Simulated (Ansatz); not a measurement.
# BeSi2 (built on the sites of a database entry of CaSi2): following an unstable mode

Wanted: the energy along a soft mode of BeSi2 (built on the sites of a database entry of CaSi2) and the structure at the end.

Calculated with Ansatz 0.2.0; DFT PBEsol, scalar-relativistic, plane waves, PAW.

This is a report of a sequence of runs, with most program output left out.

The structure was built from a prototype and need not be the compound's stable phase.

### 1. Starting point

Symmetry: P-3m1, No. 164, trigonal system. The conventional cell has a = 2.782 Å, b = 2.782 Å, c = 5.533 Å, α = 90.00°, β = 90.00°, γ = 120.00°. Nearest to Be lie 6 Si at 2.38 Å. Si has 3 Be at 2.38 Å and 3 Si at 2.57 Å nearest. Farther neighbours are not listed.

### 2. The dispersion

The cell comes from relaxations at this level that are not shown. Stability and thermal properties need the whole zone. Linear response on a 3×3×2 q mesh gives force constants as far as a supercell of that size would.

input.yaml reads:

```yaml
crystal:
  lattice:
    - [2.7820321755, 0.0, 0.0]
    - [-1.3910160877, 2.4093105381, 0.0]
    - [0.0, 0.0, 5.5325386777]
  atoms:
    - { symbol: Be, position: [0.0, 0.0, 0.0] }
    - { symbol: Si, position: [0.3333333333, 0.6666666667, 0.3184987978] }
    - { symbol: Si, position: [0.6666666667, 0.3333333333, 0.6815012022] }
kpoints:
  mp_grid: { grid: [15, 15, 8] }
hamiltonian:
  xc: pbesol
scf:
  occupations: { method: methfessel_paxton, width: 0.15 }
output:
  eigenvalues: true
phonons:
  method: dfpt
  qmesh: [3, 3, 2]
  temperatures: { t_max: 1000, t_step: 50 }
  qpath:
    path:
      - [[0.0, 0.0, 0.0], [0.5, 0.0, 0.0], [0.33333333, 0.33333333, 0.0], [0.0, 0.0, 0.0], [0.0, 0.0, 0.5], [0.5, 0.0, 0.5], [0.33333333, 0.33333333, 0.5], [0.0, 0.0, 0.5]]
      - [[0.5, 0.0, 0.5], [0.5, 0.0, 0.0]]
      - [[0.33333333, 0.33333333, 0.5], [0.33333333, 0.33333333, 0.0]]
    npoints: 10
```

On the command line:

```
$ ansatz run input.yaml --threads 4 --pin off --max-ram 7168MiB --backend cpu --events-out ev --progress --plain --runs-dir out
```

The job ended after 2.2 min (4 threads of Arm Neoverse V1, shared host; peak memory 1.1 GiB; 7.6 min of CPU time).

This step gave:

| Item | Value |
| --- | --- |
| volume per atom | 12.36 Å³ |
| gap on the k-mesh | 0 eV |
| sum-rule residual before enforcement | 1.16e-4 eV/Å² |
| lowest frequency on the path | -175.6 cm⁻¹ |
| point group | -3m |
| highest frequency on the path or at a solved wavevector | 496 cm⁻¹ |
| highest optical mode at the zone centre (no LO-TO term) | 493.2 cm⁻¹ |
| lowest optical zone-centre mode | 146.9 cm⁻¹ |
| lowest mode on the q mesh (acoustic modes at Γ apart) | -162.1 cm⁻¹ |

Frequencies (cm⁻¹) solved at each irreducible wavevector; negative means imaginary. Frequencies by wavevector, by row:

```csv
q in reciprocal lattice units,star,mode 1,mode 2,mode 3,mode 4,mode 5,mode 6,mode 7,mode 8,mode 9
0 0 0,1,0,0,0,146.9,146.9,296.7,296.7,367.7,493.2
0 0 -0.5,1,40.8,40.8,111,111,208.4,218.3,267.2,267.2,496
0 0.3333 0,6,-87.9,48.8,118.5,156.8,213.4,227.4,227.6,365.6,466.1
0 0.3333 -0.5,6,-129.7,-39.5,99.8,132.6,236.7,252.7,297.5,324.9,474.5
0.3333 0.3333 0,2,-162.1,-162.1,68.6,269.4,269.4,272.2,299.5,299.5,452.1
0.3333 0.3333 -0.5,2,34.3,34.3,156,165.7,165.7,217.5,342.7,342.7,465.1
```

Interpolated from a 3×3×2 q mesh, rough between the solved points. The phonon branches at the labelled points (cm⁻¹):

```csv
point,branch 1,branch 2,branch 3,branch 4,branch 5,branch 6,branch 7,branch 8,branch 9
Γ,0,0,0,147,147,297,297,368,493
halfway,18,106,119,123,172,213,251,378,475
M,-164,96,114,197,201,225,285,333,458
halfway,-175,-72,88,218,249,253,289,325,455
K,-162,-162,69,269,269,272,300,300,452
halfway,-66,48,144,165,176,198,259,371,470
Γ,0,0,0,147,147,297,297,368,493
halfway,15,15,100,133,133,282,282,320,496
A,41,41,111,111,208,218,267,267,496
halfway,-122,-11,71,124,223,258,289,312,481
L,-102,-58,143,180,185,248,310,336,470
halfway,-79,-48,148,178,200,213,329,340,468
H,34,34,156,166,166,218,343,343,465
halfway,-123,-74,119,123,224,251,307,312,477
A,41,41,111,111,208,218,267,267,496
jump to L,-102,-58,143,180,185,248,310,336,470
halfway,-137,17,136,156,225,251,281,338,464
M,-164,96,114,197,201,225,285,333,458
jump to H,34,34,156,166,166,218,343,343,465
halfway,-126,-126,111,222,222,251,328,328,459
K,-162,-162,69,269,269,272,300,300,452
```

Symmetry leaves 6 wavevectors to solve. The lowest mode among them, the acoustic zeros apart, lies at q = (0.333, 0.333, 0) and is imaginary, 162.1i cm⁻¹, so the energy falls along it. Between them the interpolated path dips to 176i cm⁻¹.

### 3. The mode frozen in, largest atomic shift 0 Å

The mode followed lies at q = (0, 0.333, 0) with frequency 87.9i cm⁻¹, one of the unstable modes though not the softest. At small amplitude the distorted cell has space group no. 12 by a symmetry search on the positions. The undistorted cell that holds it gives the zero of energy on the same k mesh.

System of this step: BeSi2 (built on the sites of a database entry of CaSi2). Symmetry: P-3m1, No. 164, trigonal system. Conventional cell: a = 2.782 Å, b = 2.782 Å, c = 5.533 Å, α = 90.00°, β = 90.00°, γ = 120.00°. Nearest to Be lie 6 Si at 2.38 Å. Nearest to Si lie 3 Be at 2.38 Å and 3 Si at 2.57 Å. Farther neighbours are not listed.

input.yaml reads:

```yaml
crystal:
  lattice:
    - [-2.7820321755, 0.0, 0.0]
    - [0.0, 0.0, -5.5325386777]
    - [-1.3910160877, -7.2279316143, 0.0]
  atoms:
    - { symbol: Be, position: [0.6666666667, 0.0, 0.6666666667] }
    - { symbol: Be, position: [0.3333333333, 0.0, 0.3333333333] }
    - { symbol: Be, position: [0.0, 0.0, 1.0] }
    - { symbol: Si, position: [0.7777777778, 0.6815012022, 0.4444444444] }
    - { symbol: Si, position: [0.4444444444, 0.6815012022, 0.1111111111] }
    - { symbol: Si, position: [0.1111111111, 0.6815012022, 0.7777777778] }
    - { symbol: Si, position: [0.2222222222, 0.3184987978, 0.5555555556] }
    - { symbol: Si, position: [0.8888888889, 0.3184987978, 0.2222222222] }
    - { symbol: Si, position: [0.5555555556, 0.3184987978, 0.8888888889] }
kpoints:
  mp_grid: { grid: [12, 6, 12] }
hamiltonian:
  xc: pbesol
scf:
  occupations: { method: methfessel_paxton, width: 0.15 }
output:
  forces: true
  stress: true
  eigenvalues: true
```

Run time: 9.7 s. Hardware: 4 threads; peak memory 0.76 GiB.

Numbers from this step:

- pressure: 0.07342 GPa
- energy from the undistorted cell: 0 meV/atom

The run ends at a pressure of 0.07 GPa, with forces up to 0.058 eV/Å.

### 4. The mode frozen in, largest atomic shift 0.22 Å

The atoms are moved along the unstable eigenvector, the largest shift by 0.22 Å, with the cell fixed.

input.yaml reads:

```yaml
crystal:
  lattice:
    - [-2.7820321755, 0.0, 0.0]
    - [0.0, 0.0, -5.5325386777]
    - [-1.3910160877, -7.2279316143, 0.0]
  atoms:
    - { symbol: Be, position: [0.681728711, -0.0056915334, 0.636542578] }
    - { symbol: Be, position: [0.3333334805, -5.56e-08, 0.3333330391] }
    - { symbol: Be, position: [-0.0150616451, 0.0056913825, 1.0301232902] }
    - { symbol: Si, position: [0.7801034349, 0.6739499566, 0.4397931302] }
    - { symbol: Si, position: [0.4462828437, 0.677276043, 0.1074343127] }
    - { symbol: Si, position: [0.1069471392, 0.6932773331, 0.7861057217] }
    - { symbol: Si, position: [0.2203838864, 0.3227237682, 0.5592322272] }
    - { symbol: Si, position: [0.8865631732, 0.3260501997, 0.2268736537] }
    - { symbol: Si, position: [0.5597195404, 0.3067225787, 0.8805609191] }
kpoints:
  mp_grid: { grid: [12, 6, 12] }
hamiltonian:
  xc: pbesol
scf:
  occupations: { method: methfessel_paxton, width: 0.15 }
output:
  forces: true
  stress: true
  eigenvalues: true
```

It took 10 s on 4 threads; peak memory 0.76 GiB; 40 s of CPU time.

This step gave:

| Quantity | Value |
| --- | --- |
| pressure | 0.2720 GPa |
| energy from the undistorted cell | -2.416 meV/atom |

The energy, extrapolated to zero smearing, is -2.42 meV/atom against the undistorted cell.

The run ends at a pressure of 0.27 GPa, with forces up to 0.20 eV/Å.

### 5. Energy along the mode, all amplitudes (two of the runs are shown above)

An imaginary frequency means negative curvature, so the energy should fall and then rise again as anharmonic terms take over.

Numbers from this step:

```
depth at the lowest point sampled  : 2.416 meV/atom
largest atomic shift at that point : 0.22 Å
```

The energy from the parent by largest shift of an atom, one sign:

```csv
"largest shift of an atom, one sign (Å)",energy from the parent (meV/atom)
0.000,0
0.040,-0.129
0.080,-0.503
0.140,-1.37
0.220,-2.42
0.320,-1.50
0.450,8.08
```

Displacement at unit largest shift by atom:

```csv
atom,x (Å),y (Å),z (Å),size
Be1,0.00,0.99,0.14,1.00
Be2,0.00,0.00,0.00,0.00
Be3,0.00,-0.99,-0.14,1.00
Si4,0.00,0.15,0.19,0.24
Si5,0.00,0.12,0.11,0.16
Si6,0.00,-0.27,-0.30,0.40
Si7,0.00,-0.12,-0.11,0.16
Si8,0.00,-0.15,-0.19,0.24
Si9,0.00,0.27,0.30,0.40
```

The lowest of the steps tried is at 0.22 Å, 2.42 meV/atom below the parent; the bottom of the well need not coincide with a step.

### 6. Relaxing from the distorted cell

Starting from the lowest point found, all atoms and the cell are let go, so that strain and other modes of the same symmetry can join in.

Changes to input.yaml since step 4:

```diff
@@ -25 +25,6 @@
   eigenvalues: true
+relax:
+  adjacent_minimum: "off"
+  f_tol: 0.002
+  max_steps: 120
+  cell: { stress_tol: 0.03 }
```

Elapsed: 6.6 min, on 4 threads; peak memory 0.84 GiB; 26 min of CPU time.

The steps of the relaxation (22 of 34):

```csv
step,energy less that of the first step (eV),largest force component (eV/Å),pressure (GPa),volume (Å³)
1,0.0000,0.1903,0.27,111.25
3,-0.0510,0.0504,0.20,109.71
4,-0.0553,0.0395,-0.24,110.47
6,-0.0595,0.0244,0.20,110.22
7,-0.0614,0.0319,-0.08,110.76
9,-0.0594,0.2311,0.75,111.59
10,-0.0684,0.0755,0.22,111.27
12,-0.1014,0.1815,0.58,112.59
14,-0.1489,0.3185,-0.24,113.32
15,-0.2104,0.0766,-0.39,113.32
17,-0.2900,0.2640,1.59,112.32
18,-0.2969,0.2370,-1.56,114.84
20,-0.3287,0.0687,0.29,113.06
21,-0.3328,0.0251,-0.04,113.44
23,-0.3335,0.0140,0.02,113.51
25,-0.3336,0.0045,0.02,113.54
26,-0.3337,0.0006,0.00,113.57
28,-0.3679,0.0233,0.02,114.03
29,-0.3682,0.0126,0.01,114.22
31,-0.3686,0.0030,0.01,114.12
32,-0.3686,0.0024,0.00,114.14
34*,-0.3687,0.0009,0.00,114.14
```

Relaxation steps marked * repeat the geometry before them on a plane-wave basis chosen anew for their cell, so energy and pressure can jump there. Other such steps can lie between the rows shown. Relaxation step 9 was tried and not accepted.

The run keeps the 4 symmetry operations that it works with, so distortions that break them were not tested.

```csv
cell as run,before,after,change
a (Å),2.782,2.540,-8.7 %
b (Å),5.533,6.466,+16.9 %
c (Å),7.361,7.359,-0.0 %
α (°),90.00,73.70,-18.1 %
β (°),79.11,80.06,+1.2 %
volume (Å³/atom),12.36,12.68,+2.6 %
```

The atoms that moved most (Å, as changes of fractional coordinates times the final cell):

```csv
atom,dx,dy,dz,length
Be3,0.000,-0.258,-0.477,0.543
Be1,0.000,0.258,0.477,0.543
Si5,0.000,-0.204,-0.498,0.539
Si7,0.000,0.204,0.498,0.539
Si9,0.000,0.405,-0.090,0.415
Si6,0.000,-0.405,0.090,0.415
Si8,0.000,0.092,-0.120,0.151
Si4,0.000,-0.092,0.120,0.151
```

The relaxed structure:

```cif
data_structure
_symmetry_space_group_name_H-M 'P 1'
_symmetry_Int_Tables_number 1
_cell_length_a 2.5404
_cell_length_b 6.4658
_cell_length_c 7.3593
_cell_angle_alpha 73.704
_cell_angle_beta 80.061
_cell_angle_gamma 90.000
_cell_volume 114.14
loop_
_atom_site_label
_atom_site_type_symbol
_atom_site_fract_x
_atom_site_fract_y
_atom_site_fract_z
_atom_site_occupancy
Be1 Be 0.69557 0.92469 0.60885 1
Be2 Be 0.33333 0.00000 0.33333 1
Be3 Be 0.97109 0.07531 0.05781 1
Si4 Si 0.77241 0.65258 0.45517 1
Si5 Si 0.43648 0.75159 0.12705 1
Si6 Si 0.07718 0.66887 0.84564 1
Si7 Si 0.23019 0.24841 0.53962 1
Si8 Si 0.89425 0.34742 0.21150 1
Si9 Si 0.58948 0.33113 0.82103 1
```

Numbers from this step:

| Quantity | Value |
| --- | --- |
| pressure | 4.39e-5 GPa |
| volume per atom | 12.68 Å³ |

The distorted start has space group C2/m; the relaxation ends in C2/m.

### 7. The phases reached

The phases reached along the modes that were followed are set side by side.

Energies are those of the first relaxation, on the mesh of the frozen mode; space group, volume and gap are those of the last relaxation. Phases, by row:

```csv
mode frozen in,space group,energy from parent (meV/atom),volume (Å³/atom),gap on mesh (eV),lowest zone-centre optical mode (cm⁻¹),largest shift (Å)
parent,P-3m1,0,12.36,0,–,–
"q = (0.333, 0.333, 0), 162i cm⁻¹",P31m,-65.68,12.73,0,–,0.463
"q = (0.333, 0.333, 0), 162i cm⁻¹",C2/m,-70.25,12.47,0,–,0.525
"q = (0.333, 0.333, 0), 162i cm⁻¹",P31m,-65.68,12.73,0,–,0.463
"q = (0, 0.333, 0), 88i cm⁻¹",C2/m,-43.41,12.68,0,–,0.727
```

### 8. What came out

| Item | Value |
| --- | --- |
| unstable mode of the parent | q = (0, 0.333, 0), 88i cm⁻¹ |
| depth at the lowest point sampled | 2.42 meV/atom |
| largest atomic shift at that point | 0.22 Å |
| space group reached (within 0.01 Å) | C2/m |
| energy gained over the parent (first relaxation, on the mesh of the frozen mode) | 43.4 meV/atom |
| volume per atom, phase reached | 12.7 Å³ |

What this shows: Along this mode the structure falls into C2/m, 43.4 meV/atom below the parent. At the parent's cell the well is 2.416 meV/atom deep on the steps tried, with its lowest point at a shift of 0.22 Å. Relaxing atoms and cell changes the gain by +40.99 meV/atom against the lowest step (energies at zero smearing). Most of the total comes from this relaxation. The modes of the phase reached were not computed on this path. Of the 4 patterns followed to their end from this parent, this one ends 26.8 meV/atom above the lowest, C2/m. Each path keeps the symmetry of its pattern, so a lower phase may lie along a pattern not tried. The q mesh stands for a supercell only 8.3 Å across, so branches between the solved wavevectors are rough. With no gap, or one that is small against the smearing, the frequencies hang on the k mesh and the smearing, most of all near Kohn anomalies. A phonon run warned that its eigensolver left some bands unconverged in a pass. The starting cell was built on a prototype and not taken from a measurement, so the phase need not exist.

[Logs are printed without paths, hosts, clocks, repeated set-up lines and the standing remarks that a program may print on its own settings, such as how far it seeks lower states.]

[Hosts, paths, dates, database ids (printed as entryN), source tags and the programs' standing remarks are cut or masked in the printed files.]
